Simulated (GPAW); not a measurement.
# Ballistic transport through a Ti chain with a C atom bridging one bond, cheap and dear, part 2 of 3

Aim: T(E), conductance and thermopower of a Ti chain with a C atom bridging one bond, and what cheaper settings cost in accuracy.

GPAW 26.7.0; GPAW LCAO, PAW setups; Landauer transmission from Green's functions with principal layers (ASE), zero bias.

So far, transmission at the Fermi level (one spin): step 2 (GPAW, dzp) 2.29; step 3 (basis szp(dzp)) 2.29.

**4. GPAW, sz: basis = "sz(dzp)"**

One function for each valence shell of the setup, as for a first survey of a large system.

run.py

```python
import json
import numpy as np
from ase import Atoms
from ase.transport.calculators import TransportCalculator
from gpaw import GPAW, FermiDirac
from gpaw.lcao.tools import get_lcao_hamiltonian
from scipy.linalg import eigh

# The junction with lead layers at both ends, along the third cell vector
device = Atoms(
    ['Ti', 'Ti', 'Ti', 'Ti', 'Ti', 'Ti', 'Ti', 'C', 'Ti', 'Ti', 'Ti', 'Ti', 'Ti', 'Ti', 'Ti'],
    positions=[
        [4.50000, 4.50000, 1.15000],
        [4.50000, 4.50000, 3.45000],
        [4.50000, 4.50000, 5.75000],
        [4.50000, 4.50000, 8.05000],
        [4.50000, 4.50000, 10.35000],
        [4.50000, 4.50000, 12.65000],
        [4.50000, 4.50000, 14.95000],
        [5.65084, 4.50000, 16.20000],
        [4.50000, 4.50000, 17.45000],
        [4.50000, 4.50000, 19.75000],
        [4.50000, 4.50000, 22.05000],
        [4.50000, 4.50000, 24.35000],
        [4.50000, 4.50000, 26.65000],
        [4.50000, 4.50000, 28.95000],
        [4.50000, 4.50000, 31.25000]],
    cell=[[9.0, 0.0, 0.0], [0.0, 9.0, 0.0], [0.0, 0.0, 32.4]],
    pbc=True)

# One principal layer of the lead: the first 5 atoms of the device
lead = Atoms(
    ['Ti', 'Ti', 'Ti', 'Ti', 'Ti'],
    positions=[
        [4.50000, 4.50000, 1.15000],
        [4.50000, 4.50000, 3.45000],
        [4.50000, 4.50000, 5.75000],
        [4.50000, 4.50000, 8.05000],
        [4.50000, 4.50000, 10.35000]],
    cell=[[9.0, 0.0, 0.0], [0.0, 9.0, 0.0], [0.0, 0.0, 11.5]],
    pbc=True)

settings = dict(mode='lcao', basis='sz(dzp)', xc='PBE', h=0.2,
                occupations=FermiDirac(0.1), maxiter=250,
                mixer=dict(beta=0.1, nmaxold=8, weight=100.0),
                convergence=dict(density=0.0001))
energies = np.arange(-3, 3 + 1e-9, 0.075)
eta = 0.0001
n1, n2 = 1, 1
# k and -k transmit alike, so half of the mesh across the current serves
mesh = [(i, j) for i in range(n1) for j in range(n2) if (i, j) <= (-i % n1, -j % n2)]
weights = np.array([1 if (i, j) == (-i % n1, -j % n2) else 2 for i, j in mesh]) / (n1 * n2)


def ground_state(atoms, size, txt):
    atoms.calc = GPAW(kpts={'size': size, 'gamma': True}, symmetry={'tolerance': 1e-3}, txt=txt, **settings)
    atoms.get_potential_energy()
    return atoms.calc.get_fermi_level()


def blocks(atoms, fermi, points, nz, cells):
    """H - E_F S and S between cell 0 and the cells above it, at each point across the current."""
    kz = np.arange(nz) / nz
    calc = atoms.calc.fixed_density(kpts=[(*k, z) for k in points for z in kz], symmetry='off', txt=None)
    H, S = get_lcao_hamiltonian(calc)
    H = (H - fermi * S).reshape(len(H), len(points), nz, *S.shape[1:])
    S = S.reshape(H.shape[1:])
    phases = [np.exp(-2j * np.pi * kz * R) / nz for R in cells]
    return [(np.einsum('skzij,z->ksij', H, p), np.einsum('kzij,z->kij', S, p)) for p in phases]


def pair(a, b):
    return np.block([[a, b], [b.T.conj(), a]])


def count_channels(h, s, cells, nk=240):
    """Half the number of times that the lead's bands cross each energy, unfolded to its shortest repeat."""
    b = len(h) // cells
    bands = []
    for k in (np.arange(nk + 1) + 0.5) / nk:
        hk, sk = h[:b, :b].copy(), s[:b, :b].copy()
        for R in range(1, cells):
            phase, block = np.exp(2j * np.pi * k * R), slice(R * b, (R + 1) * b)
            hk += h[:b, block] * phase + (h[:b, block] * phase).T.conj()
            sk += s[:b, block] * phase + (s[:b, block] * phase).T.conj()
        bands.append(eigh(hk, sk, eigvals_only=True))
    below = np.array(bands)[:, :, None] < energies
    return (below[1:] != below[:-1]).sum((0, 1)) / 2


fermi_lead = ground_state(lead, (1, 1, 10), 'lead.txt')
fermi_device = ground_state(device, (1, 1, 3), 'device.txt')
T, channels, eigen, tail, misfit, shifts = [], [], [], 0.0, 0.0, []
for first in range(0, len(mesh), 493):
    points = [(i / n1, j / n2) for i, j in mesh[first:first + 493]]
    (H0k, S0k), (H1k, S1k), (H2k, _) = blocks(lead, fermi_lead, points, 5, range(3))
    [(Hk, Sk)] = blocks(device, fermi_device, points, 2, [0])
    tail = max(tail, abs(H2k).max())
    for H0, S0, H1, S1, H, S in zip(H0k, S0k, H1k, S1k, Hk, Sk):
        n = len(S0)
        # Shift the lead onto the potential of the device's first layer
        shift = ((H[:, 0, 0] - H0[:, 0, 0]) / S0[0, 0]).real.mean()
        shifts.append(shift)
        misfit = max(misfit, abs(H[:, :n, :n] - H0 - shift * S0).max())
        Tk, Ck, Ek = [], [], []
        for s in range(len(H)):
            t = s % len(H0)  # a lead without moments serves both spins
            h1, s1 = pair(H0[t] + shift * S0, H1[t] + shift * S1), pair(S0, S1)
            leads = dict(h1=h1, s1=s1, energies=energies, eta=eta, eta1=eta, eta2=eta)
            calc = TransportCalculator(h=H[s], s=S, eigenchannels=3, **leads)
            Tk.append(calc.get_transmission())
            Ek.append(np.sort(calc.eigenchannels_ne, axis=0)[::-1])
            Ck.append(count_channels(h1, s1, 10))
        T.append(Tk)
        channels.append(Ck)
        eigen.append(Ek)
T, channels = np.array(T), np.array(channels)
mean, open_channels = np.einsum('kse,k->se', T, weights), np.einsum('kse,k->se', channels, weights)

print(f'basis functions: device {len(S)}, principal layer {n}')
print(f'Fermi level: lead {fermi_lead:.4f} eV, device {fermi_device:.4f} eV; lead shifted by {np.mean(shifts):.4f} eV')
print(f'largest coupling past the next layer {tail:.2e} eV, largest misfit of the first layer {misfit:.3f} eV')
print('  E-E_F (eV)   ' + 'T (one spin)  channels')
for e, t, c in zip(energies, mean.T, open_channels.T):
    print(f'{e:10.3f}  ', *[f'{x:11.4e}' for x in t], *[f'{x:9.4f}' for x in c])

kT = 8.617333e-5 * 300
fine = np.linspace(energies[0], energies[-1], 4001)
both = np.exp(np.interp(fine, energies, np.log(np.maximum(mean.sum(0) * 2 / len(mean), 1e-30))))
fermi = lambda mu: 1 / (1 + np.exp(np.clip((fine - mu) / kT, -200, 200)))
slope = fermi(0) * (1 - fermi(0)) / kT
G = np.trapezoid(both * slope, fine) / 2
seebeck = -np.trapezoid(both * slope * fine, fine) / (2 * G * 300) * 1e6
print(f'conductance at 300 K: {G:.5g} G0 a cell; thermopower {seebeck:.4g} uV/K')
bias = [0.1, 0.2, 0.5, 1.0, 1.5, 2.0]
current = [38.74 * np.trapezoid(both * (fermi(V / 2) - fermi(-V / 2)), fine) for V in bias]
for V, I in zip(bias, current):
    print(f'current from the zero-bias T(E) at {V} V: {I:.5g} uA')
zero = abs(energies).argmin()
json.dump(dict(energies=energies.tolist(), T=mean.tolist(), channels=open_channels.tolist(), G=G, seebeck=seebeck,
               bias=bias, current=current, tail=tail, misfit=misfit, shift=np.mean(shifts), n_device=len(S), n_lead=n,
               fermi=[fermi_lead, fermi_device], energy=device.get_potential_energy(),
               moments=device.get_magnetic_moments().tolist(), mesh=mesh, weights=weights.tolist(),
               T_k=T[:, :, zero].tolist(), eigen=np.array(eigen[0]).tolist()), open('result.json', 'w'))
```

Started as:

```console
$ OMP_NUM_THREADS=1 OPENBLAS_NUM_THREADS=1 python run.py
```

The program printed:

```text
basis functions: device 186, principal layer 65
Fermi level: lead -1.7020 eV, device -1.8402 eV; lead shifted by -0.0072 eV
largest coupling past the next layer 2.15e-07 eV, largest misfit of the first layer 0.072 eV
  E-E_F (eV)   T (one spin)  channels
    -3.000    4.6963e-10    0.0000
    -2.925    9.0337e-03    1.0000
    -2.850    8.5381e-02    1.0000
[...]
2.925    1.1835e-01    1.0000
     3.000    5.8386e-01    1.0000
conductance at 300 K: 2.2611 G0 a cell; thermopower -5.525 uV/K
current from the zero-bias T(E) at 0.1 V: 17.557 uA
current from the zero-bias T(E) at 0.2 V: 35.396 uA
current from the zero-bias T(E) at 0.5 V: 92.701 uA
current from the zero-bias T(E) at 1.0 V: 191.25 uA
current from the zero-bias T(E) at 1.5 V: 272.45 uA
current from the zero-bias T(E) at 2.0 V: 360.32 uA
```

Wall time 2.2 min (1 thread of Arm Neoverse N1, shared host); peak memory 1.1 GiB.

Numbers from this step:

```
conductance                                             : 2.261 G₀
largest coupling past the next principal layer          : 2.15e-7 eV
largest misfit of the first principal layer             : 0.07199 eV
shift that aligns the lead                              : -0.007249 eV
basis functions of the junction                         : 186
basis functions of a principal layer                    : 65
transmission at the Fermi level (one spin)              : 2.251
open channels of the lead at the Fermi level (one spin) : 4
```

One spin. The transmission, zone mean by energy, zero at the Fermi level:

energy (eV), transmission, zone mean and a bar:
```
  -3.0000       0.00 
  -2.7750       0.19 ##
  -2.5500       0.39 ###
  -2.4750       0.37 ###
  -2.2500       0.02 
  -2.0250       0.04 
  -1.7250       0.52 #####
  -1.5000       0.87 ########
  -1.2750       1.05 #########
  -0.9750       1.20 ##########
  -0.7500       1.75 ###############
  -0.5250       1.84 ################
  -0.2250       2.01 #################
   0.0000       2.25 ####################
   0.2250       3.11 ###########################
   0.4500       3.45 ##############################
   0.5250       1.94 #################
   0.7500       2.66 #######################
   0.9750       3.22 ############################
   1.0500       3.32 #############################
   1.2750       2.71 ########################
   1.5000       1.90 #################
   1.7250       1.69 ###############
   2.0250       1.37 ############
   2.2500       0.57 #####
   2.4750       0.59 #####
   2.7750       0.22 ##
   3.0000       0.58 #####
```

The conductance, 2.26 G₀, lies 4.5 % below that of the dzp run.

**5. RPBE in the dzp basis: xc = "RPBE"**

Back in the dzp basis, the functional changes from PBE to RPBE, to set the spread between functionals beside that between bases.

Changes to run.py since step 4:

```diff
@@ -42,3 +42,3 @@
 
-settings = dict(mode='lcao', basis='sz(dzp)', xc='PBE', h=0.2,
+settings = dict(mode='lcao', basis='dzp', xc='RPBE', h=0.2,
                 occupations=FermiDirac(0.1), maxiter=250,
```

The program printed:

```text
basis functions: device 419, principal layer 145
Fermi level: lead -1.9219 eV, device -1.9986 eV; lead shifted by -0.0082 eV
largest coupling past the next layer 1.69e-07 eV, largest misfit of the first layer 0.046 eV
  E-E_F (eV)   T (one spin)  [channel counts left out]
    -3.000    2.0090e-06
    -2.925    2.0114e-06
    -2.850    2.0231e-06
[...]
2.925    8.6857e-01
     3.000    9.9749e-01
conductance at 300 K: 2.3072 G0 a cell; thermopower -10.42 uV/K
current from the zero-bias T(E) at 0.1 V: 17.988 uA
current from the zero-bias T(E) at 0.2 V: 36.514 uA
current from the zero-bias T(E) at 0.5 V: 95.683 uA
current from the zero-bias T(E) at 1.0 V: 199.53 uA
current from the zero-bias T(E) at 1.5 V: 309.97 uA
current from the zero-bias T(E) at 2.0 V: 402.21 uA
```

It took 5.6 min on 1 thread; peak memory 1.3 GiB.

This step gave:

- conductance: 2.307 G₀
- largest coupling past the next principal layer: 1.69e-7 eV
- largest misfit of the first principal layer: 0.04587 eV
- shift that aligns the lead: -0.008229 eV
- basis functions of the junction: 419
- basis functions of a principal layer: 145
- transmission at the Fermi level (one spin): 2.242

One spin. The transmission, zone mean by energy, zero at the Fermi level:

```
energy (eV)  transmission, zone mean
      -3.00                   2.0e-6
      -2.85                   2.0e-6
      -2.70                   1.6e-6
      -2.55                    0.981
      -2.40                    0.994
      -2.33                    0.912
      -2.17                    0.221
      -2.02                   0.0320
      -1.88                   0.0709
      -1.73                    0.263
      -1.57                    0.601
      -1.35                    0.993
      -1.20                     1.06
      -1.05                     1.11
      -0.90                     1.47
      -0.75                     1.67
      -0.60                     1.76
      -0.38                     1.87
      -0.23                     1.97
      -0.07                     2.13
       0.00                     2.24
       0.07                     2.63
       0.23                     3.22
       0.38                     3.51
       0.60                     3.92
       0.75                     4.32
       0.90                     2.68
       1.05                     3.31
       1.20                     3.05
       1.35                     2.59
       1.57                     1.71
       1.73                     1.70
       1.88                     1.64
       2.02                     1.41
       2.17                    0.823
       2.33                    0.530
       2.55                    0.684
       2.70                    0.613
       2.85                    0.443
       3.00                    0.997
```

The conductance, 2.31 G₀, lies 2.5 % below that of the dzp run.

**6. Cost and result by level**

Times are for 1 thread of Arm Neoverse N1, shared host. The runs compared:

```
no.       run  conductance (G₀)     time  memory (GiB)
  1       dzp             2.366  5.7 min           1.3
  2       szp             2.309  3.4 min           1.2
  3        sz             2.261  2.2 min           1.1
  4  dzp RPBE             2.307  5.6 min           1.3
```

**7. The levels side by side**

The curves are compared point by point over the common energies.

This step: comparison of transmission and cost over codes and levels (GPAW 26.7.0).

Ladder, by row:

```
    step  code  T at the Fermi level (sum over the listed spins)  conductance (G0)  r.m.s. T(E) from the first  wall time (s)  peak memory (GiB)  threads
     dzp  GPAW                                             2.285             2.366                           0          343.4               1.28        1
     szp  GPAW                                             2.294             2.309                      0.3239          204.4                1.2        1
      sz  GPAW                                             2.251             2.261                      0.4645          134.9               1.14        1
dzp-RPBE  GPAW                                             2.242             2.307                      0.1466          337.4               1.27        1
```

The transmission, zone mean, sum over the listed spins by energy, zero at the Fermi level:

```
energy (eV)     dzp     szp       sz  dzp-RPBE
    -3.0000  2.2e-6  9.9e-6  4.7e-10    2.0e-6
    -2.7750  2.3e-6   0.192    0.189    2.1e-6
    -2.4750   0.994   0.945    0.369     0.990
    -2.4000   0.995   0.912    0.258     0.994
    -2.2500   0.702   0.426   0.0162     0.596
    -2.0250  0.0583  0.0945   0.0410    0.0320
    -1.7250   0.295   0.408    0.520     0.263
    -1.5000   0.768   0.778    0.874     0.769
    -1.2750    1.03    1.04     1.05      1.04
    -0.9750    1.37    2.30     1.20      1.53
    -0.7500    1.68    1.73     1.75      1.67
    -0.5250    1.82    1.85     1.84      1.79
    -0.2250    2.01    2.03     2.01      1.97
     0.0000    2.29    2.29     2.25      2.24
     0.2250    3.30    3.17     3.11      3.22
     0.4500    3.62    3.54     3.45      3.56
     0.5250    3.76    3.66     1.94      3.70
     0.6000    3.98    3.85     2.10      3.92
     0.7500    4.33    2.59     2.66      4.32
     0.9750    3.02    3.12     3.22      2.99
     1.0500    3.34    3.35     3.32      3.31
     1.2750    2.81    2.72     2.71      2.84
     1.5000    1.94    1.73     1.90      2.08
     1.7250    1.69    1.70     1.69      1.70
     2.0250    1.34    1.28     1.37      1.41
     2.2500   0.567   0.564    0.573     0.579
     2.4750   0.634   0.696    0.589     0.652
     2.7750   0.408  0.0890    0.225     0.526
     3.0000   0.996   0.993    0.584     0.997
```

**8. Density threshold 1e-06, potential alignment off: conv = 1e-06 and align = false**

The Hamiltonian is taken from the last density. The density threshold is one of the tests that end the cycle; the energy must settle too, so a loose value may not be the test that decides. Without the shift, lead and junction are matched by their Fermi levels alone.

This step: GPAW LCAO, PAW setups; Landauer transmission from Green's functions with principal layers (ASE), zero bias (GPAW 26.7.0).

Changes to run.py since step 5:

```diff
@@ -42,6 +42,6 @@
 
-settings = dict(mode='lcao', basis='dzp', xc='RPBE', h=0.2,
+settings = dict(mode='lcao', basis='dzp', xc='PBE', h=0.2,
                 occupations=FermiDirac(0.1), maxiter=250,
                 mixer=dict(beta=0.1, nmaxold=8, weight=100.0),
-                convergence=dict(density=0.0001))
+                convergence=dict(density=1e-06))
 energies = np.arange(-3, 3 + 1e-9, 0.075)
@@ -100,4 +100,4 @@
         n = len(S0)
-        # Shift the lead onto the potential of the device's first layer
-        shift = ((H[:, 0, 0] - H0[:, 0, 0]) / S0[0, 0]).real.mean()
+        # Lead and device are aligned by their Fermi levels alone
+        shift = 0.0
         shifts.append(shift)
```

The program printed:

```text
basis functions: device 419, principal layer 145
Fermi level: lead -2.0138 eV, device -2.0935 eV; lead shifted by 0.0000 eV
largest coupling past the next layer 1.94e-07 eV, largest misfit of the first layer 0.041 eV
  E-E_F (eV)   T (one spin)  [channel counts left out]
    -3.000    5.3242e-05
    -2.925    5.4231e-05
    -2.850    5.5809e-05
    -2.775    5.9245e-05
    -2.700    7.7935e-05
    -2.625    9.8453e-01
    -2.550    9.9535e-01
    -2.475    9.9517e-01
    -2.400    9.9488e-01
    -2.325    9.5250e-01
    -2.250    7.2489e-01
    -2.175    3.3946e-01
    -2.100    1.2445e-01
    -2.025    6.5230e-02
    -1.950    6.5494e-02
    -1.875    1.0174e-01
[...]
2.475    6.3198e-01
     2.550    6.6014e-01
     2.625    6.4546e-01
     2.700    5.7765e-01
     2.775    4.2810e-01
     2.850    1.5821e-01
     2.925    7.4652e-01
     3.000    9.9598e-01
conductance at 300 K: 2.3731 G0 a cell; thermopower -12.15 uV/K
current from the zero-bias T(E) at 0.1 V: 18.525 uA
current from the zero-bias T(E) at 0.2 V: 37.653 uA
current from the zero-bias T(E) at 0.5 V: 98.257 uA
current from the zero-bias T(E) at 1.0 V: 203.92 uA
current from the zero-bias T(E) at 1.5 V: 315.89 uA
current from the zero-bias T(E) at 2.0 V: 411.83 uA
```

Wall time 8 min (1 thread); peak memory 1.3 GiB.

Numbers from this step:

* conductance: 2.373 G₀
* largest coupling past the next principal layer: 1.94e-7 eV
* largest misfit of the first principal layer: 0.04121 eV
* shift that aligns the lead: 0 eV
* transmission at the Fermi level (one spin): 2.285

One spin. Transmission, zone mean against energy, zero at the Fermi level:

```
energy (eV)  transmission, zone mean
    -3.0000                   5.3e-5
    -2.7750                   5.9e-5
    -2.5500                    0.995
    -2.4750                    0.995
    -2.2500                    0.725
    -2.0250                   0.0652
    -1.7250                    0.296
    -1.5000                    0.763
    -1.2750                     1.03
    -0.9750                     1.40
    -0.7500                     1.67
    -0.5250                     1.83
    -0.2250                     2.01
     0.0000                     2.29
     0.2250                     3.31
     0.5250                     3.75
     0.7500                     4.35
     0.9750                     3.02
     1.0500                     3.34
     1.2750                     2.81
     1.5000                     1.91
     1.7250                     1.69
     2.0250                     1.34
     2.2500                    0.567
     2.4750                    0.632
     2.7750                    0.428
     3.0000                    0.996
```

Not self-consistent under bias; the bias window is split evenly. The current through one cell, from the zero-bias transmission by bias:

```
bias (V)  current through one cell, from the zero-bias transmission (μA)
   0.100                                                            18.5
   0.200                                                            37.7
   0.500                                                            98.3
   1.000                                                             204
   1.500                                                             316
   2.000                                                             412
```

Transmission of the three most open eigenchannels against energy, zero at the Fermi level:

```
energy (eV)  channel 1  channel 2  channel 3
      -3.00     5.3e-5    6.4e-12    5.9e-12
      -2.77     5.9e-5    1.1e-10    6.2e-12
      -2.55      0.995     4.7e-5    9.5e-12
      -2.40      0.995     5.1e-5    5.9e-12
      -2.17      0.339     5.5e-5    5.7e-12
      -1.95     0.0654     6.2e-5    5.5e-12
      -1.73      0.296     6.1e-5    5.0e-12
      -1.57      0.610     6.1e-5    4.0e-12
      -1.35      0.986    0.00327     7.4e-5
      -1.12      0.986     0.0550     0.0477
      -0.90      0.996      0.263      0.161
      -0.75      0.997      0.357      0.255
      -0.53      0.998      0.442      0.364
      -0.30      0.997      0.511      0.441
      -0.07      0.993      0.608      0.514
       0.00      0.993      0.638      0.536
       0.07      0.992      0.640      0.575
       0.30      0.982      0.679      0.677
       0.53      0.958      0.788      0.725
       0.75      0.940      0.907      0.889
       0.90      0.949      0.893      0.716
       1.12      0.985      0.971      0.740
       1.35      0.998      0.733      0.635
       1.57      0.997      0.721     7.5e-5
       1.73      0.995      0.699     7.6e-5
       1.95      0.866      0.645     7.7e-5
       2.17      0.573      0.200     7.8e-5
       2.40      0.474     0.0984     7.9e-5
       2.55      0.401      0.259     8.0e-5
       2.77      0.372     0.0562     8.0e-5
       3.00      0.996     7.9e-5    9.1e-11
```

The conductance, 2.37 G₀, lies 0.3 % above that of the dzp run.

(Part 2 of 3 ends here.)

[Logs are printed without paths, hosts, clocks, repeated set-up lines and the standing remarks that a program may print on its own settings, such as how far it seeks lower states.]

[Hosts, paths, dates, database ids (printed as entryN), source tags and the programs' standing remarks are cut or masked in the printed files.]
